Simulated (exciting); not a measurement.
**Electron–core-hole interaction in the F K spectrum of CsMgF3**

Wanted: the near-edge spectrum and the bound core excitons at the F K edge of CsMgF3.

Method: X-ray absorption, core-level Bethe-Salpeter equation, exchange and statically screened direct term, Tamm-Dancoff, all-electron LAPW+lo LDA, in exciting sodium.

Report form: the programs' logs are mostly left out.

### Step 1. The starting structure

It takes space group Pm-3m (No. 221, cubic). The conventional cell has a = 4.252 Å, b = 4.252 Å, c = 4.252 Å, α = 90.00°, β = 90.00°, γ = 90.00°. Nearest to Cs lie 12 F at 3.01 Å. Nearest to Mg lie 6 F at 2.13 Å. F has 2 Mg at 2.13 Å and 4 Cs at 3.01 Å nearest. Farther neighbours and most contacts between anions are not listed.

Coordinates:

```
Cs Mg F
1.0
     4.25231    0.00000    0.00000
     0.00000    4.25231    0.00000
     0.00000    0.00000    4.25231
Cs Mg F
1 1 3
Direct
  0.00000 0.00000 0.00000
  0.50000 0.50000 0.50000
  0.50000 0.50000 0.00000
  0.50000 0.00000 0.50000
  0.00000 0.50000 0.50000
```

Differences between curves are given as r.m.s. difference over r.m.s. height.

### Step 2. Ground state

The species files are the program's own, with muffin-tin radii set in the input.

input.xml reads:

```
<input>
  <title>CsMgF3</title>
  <structure speciespath="." autormt="false" epslat="1.0e-5">
    <crystal>
      <basevect>8.0356956264 0.0000000000 0.0000000000</basevect>
      <basevect>0.0000000000 8.0356956264 0.0000000000</basevect>
      <basevect>0.0000000000 0.0000000000 8.0356956264</basevect>
    </crystal>
    <species speciesfile="Cs.xml" rmt="2.464">
      <atom coord="0.0000000000 0.0000000000 0.0000000000"/>
    </species>
    <species speciesfile="Mg.xml" rmt="2.240">
      <atom coord="0.5000000000 0.5000000000 0.5000000000"/>
    </species>
    <species speciesfile="F.xml" rmt="1.657">
      <atom coord="0.5000000000 0.5000000000 0.0000000000"/>
      <atom coord="0.5000000000 0.0000000000 0.5000000000"/>
      <atom coord="0.0000000000 0.5000000000 0.5000000000"/>
    </species>
  </structure>
  <groundstate do="fromscratch" xctype="LDA_PW" ngridk="4 4 4" rgkmax="7" gmaxvr="14" nempty="8" swidth="0.001" maxscl="100" epsengy="1e-5"/>
</input>
```

Run with:

```sh
OMP_NUM_THREADS=1 mpirun -n 4 exciting
```

Wall time 62 s (4 MPI ranks of Arm Neoverse V1, shared host).

The warnings file holds hints only, no warning.

The mesh shows a gap of 6.38 eV. Core levels (Dirac, from the valence top):

```csv
atom,level,energy (eV)
F,1s1/2,-646.8
```

### Step 3. A richer basis for the empty states

Each species file gets more local orbitals, built from u and its energy derivative at 0.15 Ha and u at 0.9 Ha.

input.xml is that of step 2.

SPECIES.xml, added lines reads:

```
<lo l="L">  <!-- L = 0, 1, 2, and 3 from Cs on -->
  <wf matchingOrder="0" trialEnergy="0.1500" searchE="false"/>
  <wf matchingOrder="1" trialEnergy="0.1500" searchE="false"/>
  <wf matchingOrder="0" trialEnergy="0.9000" searchE="false"/>
</lo>
```

Run with:

```sh
OMP_NUM_THREADS=1 mpirun -n 4 exciting
```

Elapsed: 74 s, on 4 MPI ranks.

Against the first ground state the total energy moves by -8 meV an atom and the gap by -0.01 eV.

### Step 4. Screening, kernels and BSE for F atom 3

The absorber has 2 Mg at 2.13 Å (linear, site symmetry 4/mmm).

input.xml: that of step 3 with these lines changed.

```diff
@@ -20,3 +20,20 @@
   </structure>
-  <groundstate do="fromscratch" xctype="LDA_PW" ngridk="4 4 4" rgkmax="7" gmaxvr="14" nempty="8" swidth="0.001" maxscl="100" epsengy="1e-5"/>
+  <groundstate do="skip" xctype="LDA_PW" ngridk="4 4 4" rgkmax="7" gmaxvr="14" nempty="8" swidth="0.001" maxscl="100" epsengy="1e-5"/>
+  <xs xstype="BSE" ngridk="4 4 4" ngridq="4 4 4" vkloff="0.097 0.273 0.493" rgkmax="7" nempty="44" gqmax="3" lmaxapwwf="5" lmaxemat="2" broad="0.01654" tevout="true">
+    <energywindow intv="23.557 25.174" points="439"/>
+    <screening screentype="full" nempty="66"/>
+    <BSE xas="true" xasspecies="3" xasatom="1" xasedge="K" bsetype="singlet" nstlxas="1 40"/>
+    <qpointset>
+      <qpoint>0 0 0</qpoint>
+    </qpointset>
+    <plan>
+      <doonly task="xsgeneigvec"/>
+      <doonly task="writepmatxs"/>
+      <doonly task="scrgeneigvec"/>
+      <doonly task="scrwritepmat"/>
+      <doonly task="screen"/>
+      <doonly task="scrcoulint"/>
+      <doonly task="exccoulint"/>
+    </plan>
+  </xs>
 </input>
```

input.xml for the last start (plan only) reads:

```
  <plan>
    <doonly task="bse"/>
  </plan>
```

Run with:

```sh
OMP_NUM_THREADS=1 mpirun -n 4 exciting
OMP_NUM_THREADS=4 exciting
```

It took 27 min on 4 MPI ranks.

Wall time by task: xsgeneigvec 18 s, writepmatxs 9.2 s, scrgeneigvec 16 s, scrwritepmat 6.2 s, screen 4.2 min, scrcoulint 10 min, exccoulint 10 min, bse 64 s.

The F K spectrum of F atom 3 (energy from the Kohn–Sham onset, core level to the lowest empty state found on the meshes used, 653.01 eV; the ground-state mesh sets it, and the shifted mesh has its lowest transition 0.37 eV above it; Im ε scaled to the maximum of the singlet run; cut below the end of the band set):

```csv
E (eV),Im ε
-4.5,0.02
-4.0,0.03
-3.5,0.04
-3.0,0.05
-2.5,0.07
-2.0,0.10
-1.5,0.20
-1.0,0.47
-0.5,0.75
0.0,0.70
0.5,0.78
1.0,1.00
1.5,0.63
2.0,0.49
2.5,0.49
3.0,0.50
3.5,0.40
4.0,0.35
4.5,0.25
5.0,0.22
5.5,0.20
6.0,0.20
6.5,0.21
7.0,0.19
7.5,0.16
8.0,0.16
8.5,0.16
9.0,0.19
9.5,0.20
10.0,0.15
10.5,0.12
11.0,0.10
11.5,0.08
12.0,0.07
12.5,0.07
13.0,0.07
13.5,0.11
14.0,0.16
14.5,0.17
15.0,0.20
15.5,0.20
16.0,0.20
16.5,0.21
17.0,0.18
17.5,0.15
18.0,0.12
18.5,0.10
19.0,0.11
19.5,0.16
20.0,0.17
20.5,0.17
21.0,0.17
21.5,0.20
22.0,0.18
22.5,0.19
```

Maxima (height): -0.6 eV (0.75), 0.9 eV (1.00), 2.9 eV (0.50), 6.4 eV (0.21), 9.4 eV (0.21), 16.6 eV (0.21) and 21.6 eV (0.20).

The Hamiltonian has 5120 rows. The lowest groups of eigenvalues and the brightest ones, on the scale above (the program counts from the shifted mesh's onset, 0.37 eV higher). Core spinors bring spin-forbidden partners, so dark means forbidden by spin or by symmetry, and the shifted mesh splits states that symmetry would keep together:

```csv
energy (eV),states within 10 meV,relative strength
-1.550,2,dark
-0.715,1,dark
-0.682,1,1.00
-0.353,2,0.027
-0.266,1,dark
-0.255,1,0.37
0.128,2,0.20
0.520,2,0.18
0.987,1,0.49
1.027,1,0.74
1.052,2,0.16
```

### Step 5. Independent particles

input.xml: that of step 4 with these lines changed.

```diff
@@ -24,3 +24,3 @@
     <screening screentype="full" nempty="66"/>
-    <BSE xas="true" xasspecies="3" xasatom="1" xasedge="K" bsetype="singlet" nstlxas="1 40"/>
+    <BSE xas="true" xasspecies="3" xasatom="1" xasedge="K" bsetype="IP" nstlxas="1 40"/>
     <qpointset>
@@ -29,9 +29,3 @@
     <plan>
-      <doonly task="xsgeneigvec"/>
-      <doonly task="writepmatxs"/>
-      <doonly task="scrgeneigvec"/>
-      <doonly task="scrwritepmat"/>
-      <doonly task="screen"/>
-      <doonly task="scrcoulint"/>
-      <doonly task="exccoulint"/>
+      <doonly task="bse"/>
     </plan>
```

Run with:

```sh
OMP_NUM_THREADS=4 exciting
```

The job ended after 3 s (4 threads).

Maxima (height): 2.5 eV (0.30), 5.3 eV (0.57), 7.9 eV (0.38), 11.5 eV (0.32) and 18.6 eV (0.28); 1 lower ones aren't listed. The spectrum differs from the singlet run by 86 % r.m.s. Moving the earlier curve by +4.7 eV leaves 41 %. The highest maximum lies at 5.3 eV (0.57), against 0.9 eV (1.00).

### Step 6. Exchange alone

input.xml: that of step 5 with these lines changed.

```diff
@@ -24,3 +24,3 @@
     <screening screentype="full" nempty="66"/>
-    <BSE xas="true" xasspecies="3" xasatom="1" xasedge="K" bsetype="IP" nstlxas="1 40"/>
+    <BSE xas="true" xasspecies="3" xasatom="1" xasedge="K" bsetype="RPA" nstlxas="1 40"/>
     <qpointset>
```

Run with:

```sh
OMP_NUM_THREADS=4 exciting
```

Run time: 66 s. Hardware: 4 threads.

Maxima (height): 2.5 eV (0.29), 5.4 eV (0.56), 7.9 eV (0.38), 11.5 eV (0.32) and 18.7 eV (0.28); 1 lower ones aren't listed. Against the independent-particle run the r.m.s. difference is 2 %.

### Step 7. A changed run

In this try the input is made faulty on purpose, to show what that does.

input.xml: that of step 6 with these lines changed.

```diff
@@ -21,6 +21,6 @@
   <groundstate do="skip" xctype="LDA_PW" ngridk="4 4 4" rgkmax="7" gmaxvr="14" nempty="8" swidth="0.001" maxscl="100" epsengy="1e-5"/>
-  <xs xstype="BSE" ngridk="4 4 4" ngridq="4 4 4" vkloff="0.097 0.273 0.493" rgkmax="7" nempty="44" gqmax="3" lmaxapwwf="5" lmaxemat="2" broad="0.01654" tevout="true">
+  <xs xstype="BSE" ngridk="4 4 4" ngridq="4 4 4" vkloff="0.097 0.273 0.493" rgkmax="7" nempty="44" gqmax="0.6" lmaxapwwf="5" lmaxemat="2" broad="0.01654" tevout="true">
     <energywindow intv="23.557 25.174" points="439"/>
     <screening screentype="full" nempty="66"/>
-    <BSE xas="true" xasspecies="3" xasatom="1" xasedge="K" bsetype="RPA" nstlxas="1 40"/>
+    <BSE xas="true" xasspecies="3" xasatom="1" xasedge="K" bsetype="singlet" nstlxas="1 40"/>
     <qpointset>
@@ -29,3 +29,6 @@
     <plan>
-      <doonly task="bse"/>
+      <doonly task="xsgeneigvec"/>
+      <doonly task="screen"/>
+      <doonly task="scrcoulint"/>
+      <doonly task="exccoulint"/>
     </plan>
```

Run with:

```sh
OMP_NUM_THREADS=1 mpirun -n 4 exciting
```

Run time: 50 s. Hardware: 4 MPI ranks.

The run ended with an error.

What this input changed: cutoff of the kernels (bohr⁻¹) from 3 to 0.6.

### Step 8. Ground state with other settings

input.xml reads:

```
<input>
  <title>CsMgF3</title>
  <structure speciespath="." autormt="false" epslat="1.0e-5">
    <crystal>
      <basevect>8.0356956264 0.0000000000 0.0000000000</basevect>
      <basevect>0.0000000000 8.0356956264 0.0000000000</basevect>
      <basevect>0.0000000000 0.0000000000 8.0356956264</basevect>
    </crystal>
    <species speciesfile="Cs.xml" rmt="2.464">
      <atom coord="0.0000000000 0.0000000000 0.0000000000"/>
    </species>
    <species speciesfile="Mg.xml" rmt="2.240">
      <atom coord="0.5000000000 0.5000000000 0.5000000000"/>
    </species>
    <species speciesfile="F.xml" rmt="1.657">
      <atom coord="0.5000000000 0.5000000000 0.0000000000"/>
      <atom coord="0.5000000000 0.0000000000 0.5000000000"/>
      <atom coord="0.0000000000 0.5000000000 0.5000000000"/>
    </species>
  </structure>
  <groundstate do="fromscratch" xctype="LDA_PW" ngridk="4 4 4" rgkmax="3.5" gmaxvr="14" nempty="8" swidth="0.001" maxscl="100" epsengy="1e-5"/>
</input>
```

SPECIES.xml, added lines is that of step 3.

Run with:

```sh
OMP_NUM_THREADS=1 mpirun -n 4 exciting
```

It took 27 s on 4 MPI ranks.

Against the second ground state the total energy moves by 5818 meV an atom and the gap by -0.48 eV.

### Step 9. Another input

input.xml: that of step 8 with these lines changed.

```diff
@@ -20,3 +20,20 @@
   </structure>
-  <groundstate do="fromscratch" xctype="LDA_PW" ngridk="4 4 4" rgkmax="3.5" gmaxvr="14" nempty="8" swidth="0.001" maxscl="100" epsengy="1e-5"/>
+  <groundstate do="skip" xctype="LDA_PW" ngridk="4 4 4" rgkmax="3.5" gmaxvr="14" nempty="8" swidth="0.001" maxscl="100" epsengy="1e-5"/>
+  <xs xstype="BSE" ngridk="4 4 4" ngridq="4 4 4" vkloff="0.097 0.273 0.493" rgkmax="3.5" nempty="44" gqmax="3" lmaxapwwf="5" lmaxemat="2" broad="0.01654" tevout="true">
+    <energywindow intv="23.601 25.218" points="439"/>
+    <screening screentype="full" nempty="66"/>
+    <BSE xas="true" xasspecies="3" xasatom="1" xasedge="K" bsetype="singlet" nstlxas="1 40"/>
+    <qpointset>
+      <qpoint>0 0 0</qpoint>
+    </qpointset>
+    <plan>
+      <doonly task="xsgeneigvec"/>
+      <doonly task="writepmatxs"/>
+      <doonly task="scrgeneigvec"/>
+      <doonly task="scrwritepmat"/>
+      <doonly task="screen"/>
+      <doonly task="scrcoulint"/>
+      <doonly task="exccoulint"/>
+    </plan>
+  </xs>
 </input>
```

input.xml for the last start (plan only) reads:

```
  <plan>
    <doonly task="bse"/>
  </plan>
```

Run with:

```sh
OMP_NUM_THREADS=1 mpirun -n 4 exciting
OMP_NUM_THREADS=4 exciting
```

The job ended after 20 min (4 MPI ranks).

The input has a fault: the basis cutoff rgkmax is far too low. Against the singlet run the r.m.s. difference is 54 %. Moving the earlier curve by +1.4 eV leaves 13 %. The highest maximum lies at 2.4 eV (1.09), against 0.9 eV (1.00). The first bright state moves from -0.68 to 0.59 eV. The lowest bare transition of this run lies at 1.59 eV, against 0.37. A small basis shifts bands and core levels against each other.

```csv
E (eV),first run,this run
-4.0,0.03,0.02
-3.0,0.05,0.02
-2.0,0.10,0.04
-1.0,0.47,0.08
0.0,0.70,0.27
1.0,1.00,0.73
2.0,0.49,0.78
3.0,0.50,0.66
4.0,0.35,0.52
5.0,0.22,0.42
6.0,0.20,0.25
7.0,0.19,0.20
8.0,0.16,0.22
9.0,0.19,0.17
10.0,0.15,0.16
11.0,0.10,0.17
12.0,0.07,0.18
13.0,0.07,0.12
14.0,0.16,0.09
15.0,0.20,0.09
16.0,0.20,0.13
17.0,0.18,0.21
18.0,0.12,0.19
19.0,0.11,0.20
20.0,0.17,0.16
21.0,0.17,0.12
22.0,0.18,0.18
```

### Step 10. From independent particles to the full kernel

```csv
level,curve passes 0.15 (eV),highest maximum (eV),its height
IP,1.9,5.3,0.57
RPA,1.9,5.4,0.56
singlet,-1.7,0.9,1.00
```

```csv
E (eV),IP,RPA,singlet
-4.0,0.01,0.01,0.03
-3.0,0.01,0.01,0.05
-2.0,0.01,0.01,0.10
-1.0,0.02,0.02,0.47
0.0,0.03,0.03,0.70
1.0,0.06,0.06,1.00
2.0,0.18,0.17,0.49
3.0,0.27,0.26,0.50
4.0,0.32,0.31,0.35
5.0,0.52,0.51,0.22
6.0,0.48,0.48,0.20
7.0,0.38,0.39,0.19
8.0,0.38,0.38,0.16
9.0,0.31,0.31,0.19
10.0,0.26,0.26,0.15
11.0,0.28,0.28,0.10
12.0,0.26,0.26,0.07
13.0,0.15,0.15,0.07
14.0,0.10,0.10,0.16
15.0,0.09,0.09,0.20
16.0,0.14,0.14,0.20
17.0,0.22,0.23,0.18
18.0,0.24,0.24,0.12
19.0,0.25,0.25,0.11
20.0,0.13,0.13,0.17
21.0,0.19,0.19,0.17
22.0,0.24,0.24,0.18
```

### Step 11. What came out

| Item | Value |
| --- | --- |
| absorber and edge | F K, atom 3 |
| surroundings | 2 Mg at 2.13 Å (linear, site symmetry 4/mmm) |
| first bright state | -0.68 eV from the Kohn–Sham onset, on this mesh |
| highest maximum | 0.9 eV |
| cost of the BSE run | 27 min on 4 MPI ranks of Arm Neoverse V1, shared host; the last task ran on as many threads |

In words: Is a core exciton bound? Yes on this mesh: the first bright state (over 5 % of the brightest) lies at -0.68 eV from the Kohn–Sham onset and at -1.05 eV from the lowest bare transition of its own mesh; weaker or dark states reach down to -1.55 eV. Exchange alone changes the independent-particle spectrum by 1.7 % r.m.s. Binding energies aren't converged on 64 k points, and fine structure above the first lines is partly noise of the mesh. The kernel cutoff is low for a compact core orbital, so the effect of exchange is a lower bound. The zero comes from the unshifted 4×4×4 ground-state mesh; it is exact only where the band minimum lies on that mesh. The Kohn–Sham onset, 653 eV, is no photon energy: the scale needs a rigid shift. No quasiparticle correction widens the gap or stretches the bands. Vibrations and energy-dependent lifetimes are left out. The structure is a Materials Project entry, computed there, and may be a hypothetical form.

[Logs are printed without paths, hosts, clocks, repeated set-up lines and the standing remarks that a program may print on its own settings, such as how far it seeks lower states.]

[Hosts, paths, dates, database ids (printed as entryN), source tags and the programs' standing remarks are cut or masked in the printed files.]
